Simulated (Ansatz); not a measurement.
# Σ11 (332) boundary in bcc Ta, starting shift (0.5, 0.5): structure and resistance, part 2 of 3

Aim: the relaxed structure and the specific resistance of the Σ11 (332) boundary in bcc Ta, starting shift (0.5, 0.5).

Ansatz 0.2.0; Ansatz plane-wave DFT, PBE, PAW files; relaxation of a bicrystal slab with its lowest layers held; PAW set soft_1 (the session's first sound run).

So far. Step 2 (Relaxing the bicrystal): The largest force component on a free atom ends at 0.027 eV/Å, under the tolerance of 0.03, after 18 steps.

## 3. Transmission across the boundary

Bulk layers of each grain are laid under and over the relaxed boundary, and a lead is named in the middle of each, away from the free faces. The mesh across the current, 14×12, is finer than the density's, because channels open and close sharply across the zone. Energies from -0.1 to 0.1 eV in steps of 0.05 eV are too few for the program's thermal sum, so it prints no conductance; for a metal the transmission near the Fermi level serves, at a fraction of the cost.

This step: Ansatz plane-wave DFT, PBE, PAW files; ballistic transport by layer matching (Landauer), zero bias; boundary relaxed in a short slab, bulk layers laid on; PAW set soft_1 (Ansatz 0.2.0).

System of this step: Σ11 (332) boundary in bcc Ta, starting shift (0.5, 0.5). The cell holds 61 atoms: 61 Ta. Its edges and angles: a = 4.671 Å, b = 5.477 Å, c = 50.603 Å, α = 90.0°, β = 90.0°, γ = 90.0°. It derives from Ta. Regions: lower grain, 25 atoms (25 Ta); boundary, 16 atoms (16 Ta); upper grain, 20 atoms (20 Ta). Vacuum lies along c.

input.yaml

```yaml
crystal:
  lattice:
    - [4.6705251426, 0.0, 0.0]
    - [0.0, 5.4766761838, 0.0]
    - [0.0, 0.0, 50.6029919231]
  atoms:
    - { symbol: Ta, position: [-16.5, 8.9999999999, 0.0790467095] }
    - { symbol: Ta, position: [-16.0, 8.7272727272, 0.0929610677] }
    - { symbol: Ta, position: [-15.5, 8.4545454545, 0.1068754259] }
    - { symbol: Ta, position: [-15.0, 8.1818181817, 0.1207897842] }
    - { symbol: Ta, position: [-14.5, 7.909090909, 0.1347041424] }
    - { symbol: Ta, position: [-14.0, 7.6363636363, 0.1486185007] }
    - { symbol: Ta, position: [-13.5, 7.3636363636, 0.1625328589] }
    - { symbol: Ta, position: [-13.0, 7.0909090908, 0.1764472172] }
    - { symbol: Ta, position: [-12.5, 6.8181818181, 0.1903615754] }
    - { symbol: Ta, position: [-12.0, 6.5454545454, 0.2042759336] }
    - { symbol: Ta, position: [-11.5, 6.2727272727, 0.2181902919] }
    - { symbol: Ta, position: [-11.0, 5.9999999999, 0.2321046501] }
    - { symbol: Ta, position: [-10.5, 5.7272727272, 0.2460190084] }
    - { symbol: Ta, position: [-10.0, 5.4545454545, 0.2599333666] }
    - { symbol: Ta, position: [-9.5, 5.1818181818, 0.2738477249] }
    - { symbol: Ta, position: [-9.0, 4.909090909, 0.2877620831] }
    - { symbol: Ta, position: [-8.5, 4.6363636363, 0.3016764413] }
    - { symbol: Ta, position: [-8.0, 4.3636363636, 0.3155907996] }
    - { symbol: Ta, position: [-7.5, 4.0909090909, 0.3295051578] }
    - { symbol: Ta, position: [-7.0, 3.8181818181, 0.3434195161] }
    - { symbol: Ta, position: [-6.5, 3.5454545454, 0.3573338743] }
    - { symbol: Ta, position: [-6.0, 3.2727272727, 0.3712482326] }
    - { symbol: Ta, position: [-5.5, 3.0, 0.3851625908] }
    - { symbol: Ta, position: [-5.0, 2.7272727272, 0.399076949] }
    - { symbol: Ta, position: [-4.5, 2.4545454545, 0.4129913073] }
    - { symbol: Ta, position: [0.0, 0.1818181818, 0.4269056655] }
    - { symbol: Ta, position: [0.5, 0.9113789977, 0.4405021196] }
    - { symbol: Ta, position: [0.0, 0.635020168, 0.4534107873] }
    - { symbol: Ta, position: [0.5, 0.3658126857, 0.4696196878] }
    - { symbol: Ta, position: [0.0, 0.0721681294, 0.4815199576] }
    - { symbol: Ta, position: [0.5, 0.8504028545, 0.5014022858] }
    - { symbol: Ta, position: [0.0, 0.5080427916, 0.506308374] }
    - { symbol: Ta, position: [0.5, 0.4082344068, 0.5311890905] }
    - { symbol: Ta, position: [0.0, -0.0948249817, 0.5377206594] }
    - { symbol: Ta, position: [0.5, 0.008283923, 0.5621954006] }
    - { symbol: Ta, position: [0.0, 0.3506630292, 0.5671587616] }
    - { symbol: Ta, position: [0.5, 0.5736062216, 0.5872674358] }
    - { symbol: Ta, position: [0.0, 0.8675034382, 0.5993138495] }
    - { symbol: Ta, position: [0.5, 0.1365034463, 0.6150250889] }
    - { symbol: Ta, position: [0.0, 0.4100937339, 0.6277958961] }
    - { symbol: Ta, position: [0.5, 0.6836840175, 0.6426661257] }
    - { symbol: Ta, position: [-4.0, 2.9564112902, 0.6565804839] }
    - { symbol: Ta, position: [-4.5, 3.2291385629, 0.6704948422] }
    - { symbol: Ta, position: [-5.0, 3.5018658356, 0.6844092004] }
    - { symbol: Ta, position: [-5.5, 3.7745931084, 0.6983235587] }
    - { symbol: Ta, position: [-6.0, 4.0473203811, 0.7122379169] }
    - { symbol: Ta, position: [-6.5, 4.3200476538, 0.7261522751] }
    - { symbol: Ta, position: [-7.0, 4.5927749265, 0.7400666334] }
    - { symbol: Ta, position: [-7.5, 4.8655021993, 0.7539809916] }
    - { symbol: Ta, position: [-8.0, 5.138229472, 0.7678953499] }
    - { symbol: Ta, position: [-8.5, 5.4109567447, 0.7818097081] }
    - { symbol: Ta, position: [-9.0, 5.6836840174, 0.7957240664] }
    - { symbol: Ta, position: [-9.5, 5.9564112902, 0.8096384246] }
    - { symbol: Ta, position: [-10.0, 6.2291385629, 0.8235527828] }
    - { symbol: Ta, position: [-10.5, 6.5018658356, 0.8374671411] }
    - { symbol: Ta, position: [-11.0, 6.7745931083, 0.8513814993] }
    - { symbol: Ta, position: [-11.5, 7.0473203811, 0.8652958576] }
    - { symbol: Ta, position: [-12.0, 7.3200476538, 0.8792102158] }
    - { symbol: Ta, position: [-12.5, 7.5927749265, 0.8931245741] }
    - { symbol: Ta, position: [-13.0, 7.8655021992, 0.9070389323] }
    - { symbol: Ta, position: [-13.5, 8.1382294719, 0.9209532905] }
kpoints:
  mp_grid: { grid: [6, 5, 1] }
hamiltonian:
  xc: pbe
  pseudopotentials: { kind: paw, azcp: { folder: soft_1 } }
scf:
  occupations: { method: fermi_dirac, width: 0.1 }
output:
  transmission:
    leads: [[13, 14], [49, 50]]
    kmesh: [14, 12]
    e_range: [-0.1, 0.1]
    de: 0.05
  write_potential: true
  write_density: true
  volumetric_format: npy
  elf: true
```

Command:

```console
> ansatz run input.yaml --threads 4 --pin off --max-ram 15360MiB --backend cpu --events-out ev --progress --plain --runs-dir out
```

Numbers of over 12 decimals in the logs are rounded to 6 here.

The log of the run:

```text
[...]
Crystal: 61 atoms, lattice volume = 1294.372 Å³
Basis set: ecut = 420 eV, 25197 PW (Γ)
Bands: 476, of which v1, the nominal top of the filled ones, is band 397 counted from 1 (396 counted from 0)
Symmetry: 2 space group operations
[...]
k-points: 12 of 30 (time reversal used)
[...]
SCF iter   1: F=—  HF=-605938.685396 eV  |F-HF|=—  |Δ(HF+E_count)|=         —  Δρ=5.13e-2  dr2=1.51e3  ethr=3.10e-3  ⟨swp⟩=9.3  Hψ=25857  notcnv=0  defer=23
[...]
SCF iter  14: F=-605916.122217 eV  HF=-605916.122217 eV  |F-HF|=3.49e-10  |Δ(HF+E_count)|=  5.82e-10  Δρ=6.50e-8  dr2=1.41e-10  ethr=1.00e-12  ⟨swp⟩=1.0  Hψ=11436  notcnv=0
SCF 1 converged in 14 iterations: F = -605916.122217 eV  dr2 = 1.41e-10
[...]
transmission: 360 of 3584 steps passed
transmission: 720 of 3584 steps passed
[...]
transmission: 3584 of 3584 steps passed
WARN: The input density's exchange-correlation potential varies sharply where the density is thin. Do not read a vacuum level from v_tot or v_xc, or from such a field of the output density. On a cell that repeats whose density bears no net charge and no dipole along the vacuum's axis use v_es (v_loc + v_h of the components); under efield.dipole_correction with no amplitude use v_es + v_field, which holds any external [...]
SCF converged after 14 iterations
an eigenvalue changed by more than its tolerance at an iteration that met the thresholds in force, so the SCF went on 2 times: the last check was not made
the last check of whether an eigenvalue changes by more than its tolerance under the output density was not made (no_room)
Free energy (F): -605916.122217 eV
[...]
Internal energy: -605913.502685 eV  (E = F + TS)
E sigma→0 (E₀):  -605914.812451 eV
Entropy (-TS):   -2.619531 eV (-42.943 meV/atom)
Fermi energy:    15.265348 eV
[...]
--- Band table (eV; the first three rows and the last of 12) ---
  k-point 0: bands = [... 393 lower, 15.1826, 15.2259, 15.3009, 15.3652, 15.3749, 15.3781, 15.4700, 15.5097, ... 75 higher]
  k-point 1: bands = [... 393 lower, 15.2997, 15.3560, 15.3985, 15.4047, 15.4426, 15.4846, 15.5179, 15.5924, ... 75 higher]
  k-point 2: bands = [... 393 lower, 15.2275, 15.2598, 15.2869, 15.3144, 15.3245, 15.3471, 15.3707, 15.4050, ... 75 higher]
  k-point 11: bands = [... 393 lower, 15.1368, 15.1916, 15.2259, 15.2965, 15.3060, 15.3850, 15.4178, 15.4219, ... 75 higher]
--- Transmission ---
  basis      : 225 plane waves across, 64 finite elements along
  points     : 56, standing for a mesh of 14 x 12
  energies   : 5 from -0.100000 to 0.100000 eV about the Fermi level, 0.050000 eV apart; the leads are filled to 0.000000 eV, and channels, transmission and decay are at 0.000000 eV
  crystal 0  : Ta4, at the sites [13, 14], period 2.8164 Å, over 18.31 Å; its Hamiltonian steps by up to 31.1 meV: too much for a lead, lay more layers or, if its atoms are ordered, name the step of that order
    offset         : up to 0.0000 Å between an atom of the period and one for which it stands
    channels       : 5.732143e0 a spin
    conductance    : none, the energies end too early or step too widely for 300 K: set another output.transmission.e_range or a lower de, or, where they end at an eighth of basis.ecutwfc, a higher one
[...]
channels       : 5.732143e0 a spin
[...]
junction   : crystal 0 to crystal 1, 13.51 to 37.10 Å
    transmission   : 2.121216e0 a spin
[...]
```

The job ended after 20 min (4 threads of Arm Neoverse V2, shared host; peak memory 11 GiB; 74 min of CPU time).

Numbers from this step:

| Item | Value |
| --- | --- |
| free energy | -605916.1222 eV |
| energy at zero smearing | -605914.8125 eV |
| Fermi energy | 15.27 eV |
| cell area | 25.58 Å² |
| transmission per spin nearest the Fermi level | 2.121 |
| open channels per spin nearest the Fermi level | 5.732 |
| open channels per spin, upper lead | 5.732 |
| step of the lead's potential | 31.1 meV |
| step of the upper lead's potential | 30 meV |

Per spin. The transmission, zone mean by energy, zero at the Fermi level:

| energy (eV) | transmission, zone mean |
| --- | --- |
| -0.1000 | 2.30 |
| -0.0500 | 2.21 |
| 0.0000 | 2.12 |
| 0.0500 | 2.03 |
| 0.1000 | 1.91 |

Per spin. Open channels, zone mean against energy, zero at the Fermi level:

| energy (eV) | lead | upper lead |
| --- | --- | --- |
| -0.1000 | 6.17 | 6.17 |
| -0.0500 | 5.91 | 5.91 |
| 0.0000 | 5.73 | 5.73 |
| 0.0500 | 5.47 | 5.47 |
| 0.1000 | 5.32 | 5.29 |

Transmission over k1 and k2. At 0.0000 eV from the Fermi level.

Ten even steps from '0' (0.41) to '9' (3.31):
```
98544022204458
88864246424688
89954555554599
59777543457779
78697522257968
77797132317977
78697522257968
59777543457779
89954555554599
88864246424688
98544022204458
87333000003337
```
Columns: k1 (b1) from -0.5 to 0.429; rows upwards: k2 (b2) from -0.5 to 0.417.

Open channels over k1 and k2. At 0.0000 eV from the Fermi level.

Values, 12 rows by 14 columns:
```
4.00 5.00 4.00 4.00 6.00 5.00 7.00 7.00 7.00 5.00 6.00 4.00 4.00 5.00
6.00 6.00 6.00 5.00 6.00 6.00 6.00 6.00 6.00 6.00 6.00 5.00 6.00 6.00
6.00 7.00 7.00 7.00 7.00 6.00 6.00 6.00 6.00 6.00 7.00 7.00 7.00 7.00
4.00 6.00 6.00 6.00 6.00 6.00 6.00 6.00 6.00 6.00 6.00 6.00 6.00 6.00
4.00 5.00 6.00 7.00 7.00 5.00 6.00 6.00 6.00 5.00 7.00 7.00 6.00 5.00
6.00 5.00 7.00 5.00 7.00 3.00 5.00 5.00 5.00 3.00 7.00 5.00 7.00 5.00
4.00 5.00 6.00 7.00 7.00 5.00 6.00 6.00 6.00 5.00 7.00 7.00 6.00 5.00
4.00 6.00 6.00 6.00 6.00 6.00 6.00 6.00 6.00 6.00 6.00 6.00 6.00 6.00
6.00 7.00 7.00 7.00 7.00 6.00 6.00 6.00 6.00 6.00 7.00 7.00 7.00 7.00
6.00 6.00 6.00 5.00 6.00 6.00 6.00 6.00 6.00 6.00 6.00 5.00 6.00 6.00
4.00 5.00 4.00 4.00 6.00 5.00 7.00 7.00 7.00 5.00 6.00 4.00 4.00 5.00
4.00 4.00 5.00 3.00 4.00 6.00 6.00 6.00 6.00 6.00 4.00 3.00 5.00 4.00
```
Columns: k1 (b1) from -0.5 to 0.429; rows upwards: k2 (b2) from -0.5 to 0.417.

Electrostatic potential energy in the cb plane at fractional x = 0.500, with atoms of Ta within 0.2 Å of it. With pseudopotentials it is smooth inside the atoms' cores, unlike the true potential.

Ten even steps from '0' (-49 eV) to '9' (19 eV), each cell a mean:
```
87678998521368862002688732358998878899999999
74236897300158873113799876689999999999999999
51004787410158986556899998888889999999999999
51003798643479998888899999986568999999999999
63125899877789999998777899863126899999999999
86667999999888889997533589841004899999999999
99888889999875468986200378841014899999999999
99998667899741136885100278864236899999999999
89986313688720015887312479987778999999999999
68984001488741026898756789999998888899999999
37884101489864458999988888999997545789999999
37886323689988788999999876689985112589999999
47998767899999988778998742368973001479999999
78999988888899986446898510037884101589999999
88999998765689873003788510037986434789999999
```
Columns run along c (16.0 Å, from fractional 0.68 to 1.00 of the cell; values clipped at the 3rd and 97th percentile), rows up along b (5.5 Å). Atoms in or near the plane, at fractional coordinates: Ta at (0.70, 0.77), Ta at (0.73, 0.32), Ta at (0.75, 0.87), Ta at (0.78, 0.41), Ta at (0.81, 0.96), Ta at (0.84, 0.50), Ta at (0.87, 0.05), Ta at (0.89, 0.59), Ta at (0.92, 0.14).

Valence density in the cb plane at fractional x = 0.500, with atoms of Ta within 0.2 Å of it. It is the smooth field of the valence electrons, not physical close to the nuclei.

Ten even steps from '0' (0.0 e/Å³) to '9' (4.5 e/Å³), each cell a mean:
```
01110000389620028988200158620000110000000000
15762001698930015995100012110000000000000000
39995101599830001332000000000000000000000000
39895100256410000000000000012220000000000000
26873000011100000000111000026872000000000000
01221000000000000001365200149894000000000000
00000000000013420002899610149994000000000000
00000121000159962002889710014752000000000000
00002686200179883001588410001110000000000000
20014989410159972000122100000000000000000000
51014999410014531000000000000001332000000000
61002575200001100000000012100013897200000000
41000121000000000110000157620015989400000000
10000000000000002552000399951014998300000000
00000000123100016996100398951001453100000000
```
Columns run along c (16.0 Å, from fractional 0.68 to 1.00 of the cell), rows up along b (5.5 Å). Atoms in or near the plane, at fractional coordinates: Ta at (0.70, 0.77), Ta at (0.73, 0.32), Ta at (0.75, 0.87), Ta at (0.78, 0.41), Ta at (0.81, 0.96), Ta at (0.84, 0.50), Ta at (0.87, 0.05), Ta at (0.89, 0.59), Ta at (0.92, 0.14).

ELF in the cb plane at fractional x = 0.500, with atoms of Ta within 0.2 Å of it. It is the smooth field of the valence electrons, not physical close to the nuclei.

Ten even steps from '0' (0.00) to '9' (0.73), each cell a mean:
```
34432453798953359329533489963663333221100000
49985344962873348889445235534565444332100000
79478333885963434775356433443323566543110000
78369343589844642233343456545642356643110000
59996354234334555543343246469996235542100000
24653455444433224643798534387279323432100000
43333333465347752436957944378488324432100000
45643553244399895336924944348995345432100000
24536999533494296334899835522344444321100000
53438828833398795352366435643344432211100000
94338838834347863464333333345644676311100000
94335899535422333444554345324537989721100000
83442354345544433332454499953438628931100000
43564333332246536885343793794438869821100000
33334664366424449779433792694444898411100000
```
Columns run along c (16.0 Å, from fractional 0.68 to 1.00 of the cell), rows up along b (5.5 Å). Atoms in or near the plane, at fractional coordinates: Ta at (0.70, 0.77), Ta at (0.73, 0.32), Ta at (0.75, 0.87), Ta at (0.78, 0.41), Ta at (0.81, 0.96), Ta at (0.84, 0.50), Ta at (0.87, 0.05), Ta at (0.89, 0.59), Ta at (0.92, 0.14).

Over the solved energies the transmission per spin lies between 1.91 and 2.30, out of 5.72 channels of the lead on average (up to 6.17). The log calls the step of a lead's potential too much.

## 4. Specific resistance

This step: Ansatz plane-wave DFT, PBE, PAW files; ballistic transport by layer matching (Landauer), zero bias; specific resistance of the boundary; PAW set soft_1 (Ansatz 0.2.0).

Numbers from this step:

```
area resistance                      : 0.9857 fΩ m²
T over the leads' mean channel count : 0.3694
```

Averaged over the energies near the Fermi level, 36.9 % of the channels pass, which makes 0.986 fΩ m².

By hand, with T and the leads' channels N averaged over the energies near the Fermi level: RA = A (h/2e²)(1/T − ½[1/N₁ + 1/N₂]) = 25.58×10⁻²⁰ m² × 12 906 Ω × (1/2.112 − ½[1/5.720 + 1/5.715]) = 0.986 fΩ m².

[end of part 2 of 3]

[Logs are printed without paths, hosts, clocks, repeated set-up lines and the standing remarks that a program may print on its own settings, such as how far it seeks lower states.]

[Hosts, paths, dates, database ids (printed as entryN), source tags and the programs' standing remarks are cut or masked in the printed files.]
